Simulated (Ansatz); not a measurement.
# Fe wire along [110], 3 atoms a period: bands by functional and under strain, part 2 of 3

Wanted: the relaxed geometry and the bands of the Fe wire along [110], 3 atoms a period.

Ansatz 0.2.0; DFT PBE, plane waves, PAW; relaxation of a wire's period (the session's first sound run).

So far, absolute moment (μB): step 2 (relaxing the period) 9.58.

## Step 3: Bands of the perfect wire

This step: DFT PBE, plane waves, PAW; channels and complex bands of a perfect wire (Ansatz 0.2.0).

At the relaxed period the Bloch states of the perfect wire are found at each energy: those that move forward count the open channels, and those that decay describe how a disturbance dies away inside the wire itself. An energy step of 0.035 eV is under the 0.039 eV that the program asks for its thermal average at 300 K.

The input, input.yaml:

```yaml
crystal:
  lattice:
    - [8.215, 0.0, 0.0]
    - [0.0, 8.801, 0.0]
    - [0.0, 0.0, 2.442352893]
  atoms:
    - { symbol: Fe, position: [0.419659388, 0.33537599, 0.0], spin: 2.81 }
    - { symbol: Fe, position: [0.367508195, 0.571511073, 0.5], spin: 2.81 }
    - { symbol: Fe, position: [0.626709471, 0.479445419, 0.5], spin: 2.81 }
magnetization:
  spin_polarized: true
kpoints:
  mp_grid: { grid: [1, 1, 33] }
  band_path: { path: ["Γ", Z], npoints: 50 }
scf:
  occupations: { method: fermi_dirac, width: 0.05 }
hamiltonian:
  xc: pbe
output:
  transmission:
    e_range: [-2, 2]
    de: 0.035
    kmesh: [1, 1]
    reduced_basis: true
    leads: [[0, 0]]
  dos: { e_range: [-5, 4] }
  write_potential: true
  write_density: true
  volumetric_format: npy
  elf: true
```

The run is started by

```bash
ansatz run input.yaml --threads 4 --pin off --max-ram 16384MiB --backend cpu --events-out ev --progress --plain --runs-dir out
```

Numbers of over 12 decimals in the logs are rounded to 6 here.

The log of the run:

```text
[...]
Crystal: 3 atoms, lattice volume = 176.583 Å³
Basis set: ecut = 420 eV, 3443 PW (Γ)
Bands: 34, of which v1, the nominal top of the filled ones, is band 24 counted from 1 (23 counted from 0)
Symmetry: 2 space group operations
[...]
k-points: 17 of 33
[...]
Starting moments: Σ|m| = 8.43 μB on 3 of 3 sites
[...]
SCF iter   1: F=—  HF=-13434.611873 eV  |F-HF|=—  |Δ(HF+E_count)|=         —  Δρ=2.84e-2 (↑2.75e-2 ↓2.84e-2)  dr2=8.16e0  dr2_m=8.29e-1  M=8.979 μB ∫|m|=9.046 μB  β_m=0.30  ethr=3.10e-3  ⟨swp⟩=8.9  Hψ=5708  notcnv=0
[...]
SCF iter  12: F=-13435.884835 eV  HF=-13435.884835 eV  |F-HF|=1.92e-8  |Δ(HF+E_count)|=   6.03e-8  Δρ=2.91e-6 (↑1.52e-6 ↓2.91e-6)  dr2=2.85e-8  dr2_m=2.51e-9  M=9.245 μB ∫|m|=9.518 μB  ethr=5.50e-11  ⟨swp⟩=7.7  Hψ=4467  notcnv=0
SCF 1 converged in 12 iterations: F = -13435.884835 eV  dr2 = 2.85e-8
[...]
transmission: 8 of 48 steps passed
transmission: 12 of 48 steps passed
[...]
transmission: 48 of 48 steps passed
WARN: The output density's exchange-correlation potential varies sharply where the density is thin. Do not read a vacuum level from v_tot or v_xc, or from such a field of the output density. On a cell that repeats whose density bears no net charge and no dipole along the vacuum's axis use v_es (v_loc + v_h of the components); under efield.dipole_correction with no amplitude use v_es + v_field, which holds any externa [...]
NSCF: frozen V_eff on 51 k-points
SCF converged after 12 iterations
Magnetization: 9.2445 μB (28.6223 up, 19.3777 down)
Absolute magnetization: 9.5192 μB (∫|ρ↑−ρ↓|, with the PAW one-centre terms)
[...]
Per-site moments (μB) at R_I (Å): [(2.789102586514, 1.007471), (2.793926, 0.939796), (2.793994, 0.939796)]
Free energy (F): -13435.884835 eV
[...]
Internal energy: -13435.862375 eV  (E = F + TS)
E sigma→0 (E₀):  -13435.873605 eV
Entropy (-TS):   -0.022460 eV (-7.487 meV/atom)
Fermi energy:    0.663467 eV
[...]
--- Band table (eV; the first three rows and the last of 34) ---
  k-point 0 ↑: bands = [... 20 lower, -1.5585, -1.4883, -1.0175, -1.0001, -0.9951, -0.5863, -0.4983, -0.4632, ... 6 higher]
  k-point 1 ↑: bands = [... 20 lower, -1.5284, -1.4865, -1.1341, -1.0421, -0.8960, -0.5930, -0.5204, -0.3707, ... 6 higher]
  k-point 2 ↑: bands = [... 20 lower, -1.5029, -1.4824, -1.2660, -1.1404, -0.8009, -0.6875, -0.4125, -0.3214, ... 6 higher]
  k-point 16 ↓: bands = [... 20 lower, 1.4746, 1.6078, 1.7769, 1.7842, 2.1272, 2.2855, 2.7905, 3.6796, ... 6 higher]
--- Transmission ---
  basis      : 635 plane waves across, 4 finite elements along
  points     : 1, standing for a mesh of 1 x 1
  filling    : by the input's occupations and mesh, since the crystals that have channels conduct as metals do. If one of these is a semiconductor, that mesh has misplaced its level
  energies   : 115 from -2.000000 to 1.990000 eV about the Fermi level, 0.035000 eV apart; the leads are filled to 0.000000 eV, and channels, transmission and decay are at -0.005000 eV
  crystal 0  : Fe3, at the sites [0, 0], period 2.4424 Å: whole cells are its period
    offset         : up to 0.0000 Å between an atom of the period and one for which it stands
    filled         : 1.5 meV over the level at which it is neutral
    channels       : 3.000000e0 up, 5.000000e0 down
    conductance    : 4.2556e14 S/m² at 300 K; may be off by some 0.0 % by where its bands' edges are placed, 0.0 % from the distance to neutral
```

Wall time 3.7 min (4 threads of Arm Neoverse V1, shared host); peak memory 1.3 GiB.

The column dr2 measures how far the density is from self-consistency, as an energy; F and HF (Harris–Foulkes) agree once it is small.

Numbers from this step:

```yaml
energy_at_zero_smearing: -13435.8736 eV
total_moment: 9.245 μB
absolute_moment: 9.519 μB
channels_at_the_energy_nearest_the_fermi_level_spin_up: 3
channels_at_the_energy_nearest_the_fermi_level_spin_down: 5
conductance_of_the_lead_as_this_run_defines_it: 3.971 G₀
band_gap: 0 eV
```

The open channels of the lead by energy, zero at the Fermi level:

```csv
energy (eV),spin up,spin down
-2.000,5,3
-1.895,5,3
-1.790,7,3
-1.685,6,1
-1.615,3,2
-1.510,7,2
-1.405,5,2
-1.300,7,2
-1.195,7,1
-1.090,6,2
-0.985,6,2
-0.915,4,2
-0.810,4,2
-0.705,4,2
-0.600,4,1
-0.495,3,3
-0.390,3,4
-0.285,3,5
-0.215,3,3
-0.110,3,3
-0.005,3,5
0.100,3,5
0.205,3,5
0.310,3,7
0.415,3,4
0.485,3,4
0.590,3,2
0.695,4,5
0.800,4,5
0.905,4,6
1.010,4,4
1.115,4,6
1.185,4,2
1.290,4,6
1.395,4,4
1.500,5,6
1.605,4,5
1.710,4,4
1.815,4,4
1.885,4,4
```

Spin up; the slowest values at each energy, most degenerate partners merged, listed up to 1.5 1/Å. Im kz of the slowest decaying states against energy, zero at the Fermi level:

```csv
energy (eV),decay 1 (Å⁻¹),decay 2 (Å⁻¹),decay 3 (Å⁻¹),decay 4 (Å⁻¹)
-2.0000,0.0932,0.189,0.213,0.398
-1.7550,0.184,0.330,0.362,0.616
-1.5100,0.101,0.199,0.340,0.362
-1.2650,0.0210,0.0396,0.185,0.345
-0.9850,0.221,0.405,0.456,0.550
-0.7400,0.124,0.127,0.334,0.420
-0.4950,0.0687,0.188,0.234,0.414
-0.2500,0.210,0.267,0.282,0.431
-0.0050,0.208,0.306,0.367,0.426
0.2400,0.184,0.313,0.415,0.443
0.4850,0.131,0.306,0.398,0.507
0.7650,0.281,0.370,0.569,0.687
1.0100,0.240,0.338,0.618,0.731
1.2550,0.170,0.297,0.661,0.779
1.5000,0.242,0.700,0.751,0.823
1.7450,0.0403,0.158,0.718,0.735
```

Spin down; the slowest values at each energy, most degenerate partners merged, listed up to 1.5 1/Å. Im kz of the slowest decaying states against energy, zero at the Fermi level:

```csv
energy (eV),decay 1 (Å⁻¹),decay 2 (Å⁻¹),decay 3 (Å⁻¹),decay 4 (Å⁻¹)
-2.000,0.517,0.570,0.609,0.612
-1.790,0.332,0.517,0.519,0.559
-1.615,0.121,0.415,0.416,0.514
-1.405,0.140,0.154,0.191,0.393
-1.195,0.142,0.156,0.156,0.255
-0.985,0.139,0.257,0.305,0.474
-0.810,0.131,0.268,0.323,0.431
-0.600,0.0686,0.0805,0.303,0.331
-0.390,0.0631,0.189,0.357,0.422
-0.215,0.0721,0.0947,0.407,0.413
-0.005,0.166,0.369,0.439,0.465
0.205,0.0674,0.264,0.295,0.309
0.415,0.114,0.218,0.227,0.275
0.590,0.0295,0.101,0.126,0.144
0.800,0.153,0.161,0.202,0.394
1.010,0.0614,0.0908,0.152,0.217
1.185,0.0404,0.0414,0.116,0.132
1.395,0.0216,0.127,0.181,0.222
1.605,0.0971,0.220,0.287,0.345
1.815,0.167,0.254,0.341,0.433
```

The electronic bands at the labelled points (eV, zero at the Fermi level):

```csv
point,up 27,up 28,up 29,up 30,down 19,down 20,down 21,down 22
Γ,-1.16,-1.13,-0.86,-0.82,-0.34,0.24,0.31,0.53
halfway,-1.54,-1.13,0.42,0.49,-0.50,-0.33,-0.02,0.29
Z,-0.51,1.59,2.35,4.13,0.28,0.51,0.82,0.94
```

Spin density in the ca plane at fractional y = 0.335, with atoms of Fe within 0.2 Å of it.

Ten even steps from '0' (0.0 e/Å³) to '9' (6.4 e/Å³), each cell a mean:
```
0000000000000
0000000000000
0000000000000
0000000000000
0000000000000
0000000000000
0000000000000
0000000000000
0000000000000
0000000000000
0000000000000
0000000000000
4310000000013
9731000000137
6420000000024
1100000000001
0000000000000
0000000000000
0000000000000
0000000000000
0000000000000
0000000000000
0000000000000
0000000000000
```
Columns run along c (2.4 Å), rows up along a (8.2 Å). Atoms in or near the plane, at fractional coordinates: Fe at (0.00, 0.42).

ELF in the ca plane at fractional y = 0.335, with atoms of Fe within 0.2 Å of it. It is the smooth field of the valence electrons, not physical close to the nuclei.

Ten even steps from '_' (0.00) to '@' (0.87), each cell a mean:
```
__________________________
__________________________
__________________________
..........................
::::::................::::
::::::::::::::::::::::::::
----::::::........::::::--
====--::::::....::::::--==
++====----::::::::----====
==========--------========
::::::--============--::::
----::::::--====--::::::--
####++--::::----::::--++##
@@@@##++--::::::::--++##@@
%%%%**==::::----::::==**%%
====--::::::----::::::--==
........::--====--::......
....::::----====----::::..
..::::::------------::::::
......::::::::::::::::....
..........................
__________________________
__________________________
__________________________
```
Columns run along c (2.4 Å), rows up along a (8.2 Å). Atoms in or near the plane, at fractional coordinates: Fe at (0.00, 0.42).

Valence density in the ca plane at fractional y = 0.335, with atoms of Fe within 0.2 Å of it. It is the smooth field of the valence electrons, not physical close to the nuclei.

Ten steps, logarithmic in the rise over the least value, from '0' (0 e/Å³) to '9' (32 e/Å³), each cell a mean:
```
0000000000000
0000000000000
0000000000000
0000000000000
0000000000000
0000000000000
0000000000000
0000000000000
0000000000000
0000000000000
1111111111111
4332111111233
8764211112467
9986321123689
9875311113578
5542111111245
1111000000111
0000000000000
0000000000000
0000000000000
0000000000000
0000000000000
0000000000000
0000000000000
```
Columns run along c (2.4 Å), rows up along a (8.2 Å). Atoms in or near the plane, at fractional coordinates: Fe at (0.00, 0.42).

By hand: the program gives 4.2556 × 10^14 S/m² over the cell's cross-section of 72.30 Å² = 7.230 × 10^-19 m², so one cell conducts 3.077 × 10^-4 S. Divided by G0 = 2e²/h = 7.748 × 10^-5 S this is 3.97 G0, a resistance of 3.25 kΩ.

At the computed energy nearest the Fermi level there are 3 spin-up and 5 spin-down channels, and the thermal average gives 3.97 G₀.

## Step 4: Levels at the same atoms, level LDA, cutoff 420 eV

This step: DFT LDA, plane waves, PAW; bands of a perfect wire at the PBE geometry (Ansatz 0.2.0).

The atoms stay at the PBE geometry and the functional changes. At fixed atoms LDA and the gradient-corrected functionals usually give like bands; this run checks that. Against the first PBE run of this kind, the mesh along the wire has 25 points against 33.

input.yaml, the sections that differ from step 3:

```yaml
kpoints:
  mp_grid: { grid: [1, 1, 25] }
  band_path: { path: ["Γ", Z], npoints: 50 }
hamiltonian:
  xc: lda
# crystal, magnetization, scf: as in step 3
# output: removed
```

The log of the run:

```text
[...]
Crystal: 3 atoms, lattice volume = 176.583 Å³
Basis set: ecut = 420 eV, 3443 PW (Γ)
Bands: 34, of which v1, the nominal top of the filled ones, is band 24 counted from 1 (23 counted from 0)
Symmetry: 2 space group operations
[...]
k-points: 13 of 25
[...]
Starting moments: Σ|m| = 8.43 μB on 3 of 3 sites
[...]
SCF iter   1: F=—  HF=-13251.724469 eV  |F-HF|=—  |Δ(HF+E_count)|=         —  Δρ=2.88e-2 (↑2.22e-2 ↓2.88e-2)  dr2=8.42e0  dr2_m=6.31e-1  M=8.819 μB ∫|m|=8.865 μB  β_m=0.30  ethr=3.10e-3  ⟨swp⟩=8.8  Hψ=4400  notcnv=0
[...]
SCF iter  12: F=-13252.775952 eV  HF=-13252.775952 eV  |F-HF|=3.06e-8  |Δ(HF+E_count)|=   2.29e-9  Δρ=2.72e-6 (↑1.08e-6 ↓2.72e-6)  dr2=3.15e-8  dr2_m=1.40e-9  M=9.074 μB ∫|m|=9.216 μB  ethr=5.47e-11  ⟨swp⟩=8.3  Hψ=3232  notcnv=0
SCF 1 converged in 12 iterations: F = -13252.775952 eV  dr2 = 3.15e-8
[...]
SCF converged after 12 iterations
Magnetization: 9.0744 μB (28.5372 up, 19.4628 down)
Absolute magnetization: 9.2167 μB (∫|ρ↑−ρ↓|, with the PAW one-centre terms)
[...]
Per-site moments (μB) at R_I (Å): [(2.732386, 1.007471), (2.731359, 0.939796), (2.732690, 0.939796)]
Free energy (F): -13252.775952 eV
[...]
Internal energy: -13252.745890 eV  (E = F + TS)
E sigma→0 (E₀):  -13252.760921 eV
Entropy (-TS):   -0.030062 eV (-10.021 meV/atom)
Fermi energy:    0.291818 eV
[...]
--- Band table (eV; the first three rows and the last of 26) ---
  k-point 0 ↑: bands = [... 20 lower, -1.7285, -1.6544, -1.2371, -1.1931, -1.1751, -0.8064, -0.6690, -0.6369, ... 6 higher]
  k-point 1 ↑: bands = [... 20 lower, -1.6972, -1.6530, -1.3841, -1.2504, -1.0661, -0.7934, -0.7013, -0.5107, ... 6 higher]
  k-point 2 ↑: bands = [... 20 lower, -1.6991, -1.6646, -1.5456, -1.3749, -0.9566, -0.9098, -0.6438, -0.5325, ... 6 higher]
  k-point 12 ↓: bands = [... 20 lower, 1.0570, 1.1791, 1.3539, 1.3820, 1.6565, 1.8759, 2.4639, 3.3287, ... 6 higher]
```

Wall time 16 s (4 threads); peak memory 0.58 GiB.

Numbers from this step:

```yaml
energy_at_zero_smearing: -13252.7609 eV
total_moment: 9.074 μB
absolute_moment: 9.217 μB
```

The electronic bands at the labelled points (eV, zero at the Fermi level):

```csv
point,up 27,up 28,up 29,up 30,down 19,down 20,down 21,down 22
Γ,-0.96,-0.93,-0.68,-0.65,-0.34,0.21,0.29,0.44
halfway,-1.35,-0.96,0.58,0.63,-0.48,-0.38,-0.04,0.21
Z,-0.37,1.66,2.41,4.22,0.13,0.43,0.78,0.88
```

Site moment by atom:

```csv
atom,site moment (μB)
Fe1,2.73
Fe2,2.73
Fe3,2.73
```

Bands cross the Fermi level, as under PBE at the relaxed period, with an absolute moment of 9.22 μB a cell.

## Step 5: Another level of theory, level PBEsol, cutoff 420 eV

This step: DFT PBEsol, plane waves, PAW; bands of a perfect wire at the PBE geometry (Ansatz 0.2.0).

The atoms stay at the PBE geometry and the functional changes. At fixed atoms LDA and the gradient-corrected functionals usually give like bands; this run checks that. Against the first PBE run of this kind, the mesh along the wire has 25 points against 33.

input.yaml, as its differences from that of step 4:

```diff
@@ -17,2 +17,2 @@
 hamiltonian:
-  xc: lda
+  xc: pbesol
```

The log of the run:

```text
[...]
Crystal: 3 atoms, lattice volume = 176.583 Å³
Basis set: ecut = 420 eV, 3443 PW (Γ)
Bands: 34, of which v1, the nominal top of the filled ones, is band 24 counted from 1 (23 counted from 0)
Symmetry: 2 space group operations
[...]
k-points: 13 of 25
[...]
Starting moments: Σ|m| = 8.43 μB on 3 of 3 sites
[...]
k-point 0 ↑: bands = [... 20 lower, -1.6407, -1.5633, -1.1096, -1.0947, -1.0724, -0.6986, -0.5641, -0.5623, ... 6 higher]
  k-point 1 ↑: bands = [... 20 lower, -1.6016, -1.5608, -1.2704, -1.1507, -0.9548, -0.7022, -0.5951, -0.4218, ... 6 higher]
  k-point 2 ↑: bands = [... 20 lower, -1.5933, -1.5627, -1.4409, -1.2838, -0.8523, -0.8136, -0.5433, -0.4244, ... 6 higher]
  k-point 12 ↓: bands = [... 20 lower, 1.3847, 1.5079, 1.6889, 1.6983, 2.0245, 2.2001, 2.7480, 3.5809, ... 6 higher]
[key lines of the parts left out:]
SCF converged after 13 iterations
Magnetization: 9.3195 μB (28.6598 up, 19.3402 down)
Free energy (F): -13340.128698 eV
Fermi energy:    0.565044 eV
```

Wall time 17 s (4 threads); peak memory 0.58 GiB; 66 s of CPU time.

Bands cross the Fermi level, as under PBE at the relaxed period, with an absolute moment of 9.55 μB a cell.

Between step 4 and this run (PBEsol PBE) the value for the absolute moment moves from 9.22 μB to 9.55 μB (+4 %).

## Step 6: Levels at the same atoms, level r2SCAN, cutoff 500 eV

This step: DFT r2SCAN, plane waves, PAW; bands of a perfect wire at the PBE geometry (Ansatz 0.2.0).

The atoms stay at the PBE geometry and the functional changes. r2SCAN also reads the kinetic-energy density; it often gives larger moments and wider gaps than PBE, at a higher cost. Against the first PBE run of this kind, the cutoff is 500 eV against 420 and the mesh along the wire has 25 points against 33.

input.yaml, as its differences from that of step 5:

```diff
@@ -17,2 +17,2 @@
 hamiltonian:
-  xc: pbesol
+  xc: r2scan
```

The log of the run:

```text
[...]
Crystal: 3 atoms, lattice volume = 176.583 Å³
Basis set: ecut = 500 eV, 4517 PW (Γ), exchange–correlation on 240×288×72 points (64 copies of the dense FFT grid, shifted against one another)
Bands: 34, of which v1, the nominal top of the filled ones, is band 24 counted from 1 (23 counted from 0)
Symmetry: 2 space group operations
[...]
k-points: 13 of 25
[...]
k-point 0 ↑: bands = [... 20 lower, -2.4620, -2.3533, -1.9231, -1.9092, -1.8641, -1.4467, -1.1581, -1.0669, ... 6 higher]
  k-point 1 ↑: bands = [... 20 lower, -2.4229, -2.3495, -2.0569, -1.9671, -1.7536, -1.5000, -1.2210, -1.1176, ... 6 higher]
  k-point 2 ↑: bands = [... 20 lower, -2.3893, -2.3393, -2.2321, -2.0974, -1.6602, -1.5993, -1.3672, -1.2338, ... 6 higher]
  k-point 12 ↓: bands = [... 20 lower, 1.7925, 1.8667, 2.1344, 2.1908, 2.5238, 2.7978, 3.0825, 3.8454, ... 6 higher]
[key lines of the parts left out:]
SCF converged after 23 iterations
Magnetization: 9.7685 μB (28.8842 up, 19.1158 down)
Free energy (F): -13451.903305 eV
Fermi energy:    0.808544 eV
```

Run time: 47 s. Hardware: 4 threads; peak memory 0.91 GiB.

Electronic bands along the path, in eV, zero at the Fermi level:

```csv
point,up 28,up 29,up 30,up 31,down 18,down 19,down 20,down 21
Γ,-1.88,-1.87,-1.79,0.35,-0.56,-0.38,0.30,0.39
halfway,-2.15,-0.14,-0.05,2.74,-0.62,-0.51,-0.11,0.00
Z,1.16,1.94,3.87,5.10,-0.88,0.73,0.78,0.98
```

Bands cross the Fermi level, as under PBE at the relaxed period, with an absolute moment of 10.46 μB a cell.

For the absolute moment, step 4 gave 9.22 μB; this run, with r2SCAN PBE and cutoff 500 eV, gives 10.5 μB (+13 %).

## Step 7: Another level of theory, level PBE, no spin, cutoff 420 eV

This step: DFT PBE, plane waves, PAW; bands of a perfect wire at the PBE geometry (Ansatz 0.2.0).

The same atoms without spin show what the magnetic order does to the bands. Against the first PBE run of this kind, the mesh along the wire has 25 points against 33.

input.yaml, the sections that differ from step 6:

```yaml
crystal:
  lattice:
    - [8.215, 0.0, 0.0]
    - [0.0, 8.801, 0.0]
    - [0.0, 0.0, 2.442352893]
  atoms:
    - { symbol: Fe, position: [0.419659388, 0.33537599, 0.0] }
    - { symbol: Fe, position: [0.367508195, 0.571511073, 0.5] }
    - { symbol: Fe, position: [0.626709471, 0.479445419, 0.5] }
hamiltonian:
  xc: pbe
# kpoints, scf: as in step 6
# magnetization: removed
```

The log of the run:

```text
[...]
Crystal: 3 atoms, lattice volume = 176.583 Å³
Basis set: ecut = 420 eV, 3443 PW (Γ)
Bands: 29, of which v1, the nominal top of the filled ones, is band 24 counted from 1 (23 counted from 0)
Symmetry: 2 space group operations
[...]
k-points: 13 of 25
[...]
--- Band table (eV; the first three rows and the last of 13) ---
  k-point 0: bands = [... 20 lower, -0.2373, -0.1716, 0.1103, 0.1658, 0.2065, 0.3408, 0.4213, 0.9483, ... 1 higher]
  k-point 1: bands = [... 20 lower, -0.2437, -0.1929, -0.0172, 0.1858, 0.3270, 0.3786, 0.4306, 0.9530, ... 1 higher]
  k-point 2: bands = [... 20 lower, -0.3049, -0.2801, -0.1300, 0.1845, 0.3576, 0.4855, 0.5726, 0.7808, ... 1 higher]
  k-point 12: bands = [... 20 lower, 0.1154, 0.1399, 0.3270, 0.3697, 0.4377, 0.6026, 1.2577, 2.6856, ... 1 higher]
[key lines of the parts left out:]
SCF converged after 12 iterations
Free energy (F): -13433.555152 eV
Fermi energy:    0.252771 eV
```

Elapsed: 5.6 s, on 4 threads; peak memory 0.45 GiB.

Electronic bands along the path, in eV, zero at the Fermi level:

```csv
point,band 21,band 22,band 23,band 24,band 25,band 26,band 27,band 28
Γ,-0.49,-0.42,-0.14,-0.09,-0.05,0.09,0.17,0.70
halfway,-0.95,-0.81,-0.37,-0.15,-0.06,0.03,0.13,0.54
Z,-0.13,-0.12,0.10,0.10,0.20,0.35,1.01,2.58
```

Bands cross the Fermi level, as under PBE at the relaxed period.

[end of part 2 of 3]

[Logs are printed without paths, hosts, clocks, repeated set-up lines and the standing remarks that a program may print on its own settings, such as how far it seeks lower states.]

[Hosts, paths, dates, database ids (printed as entryN), source tags and the programs' standing remarks are cut or masked in the printed files.]
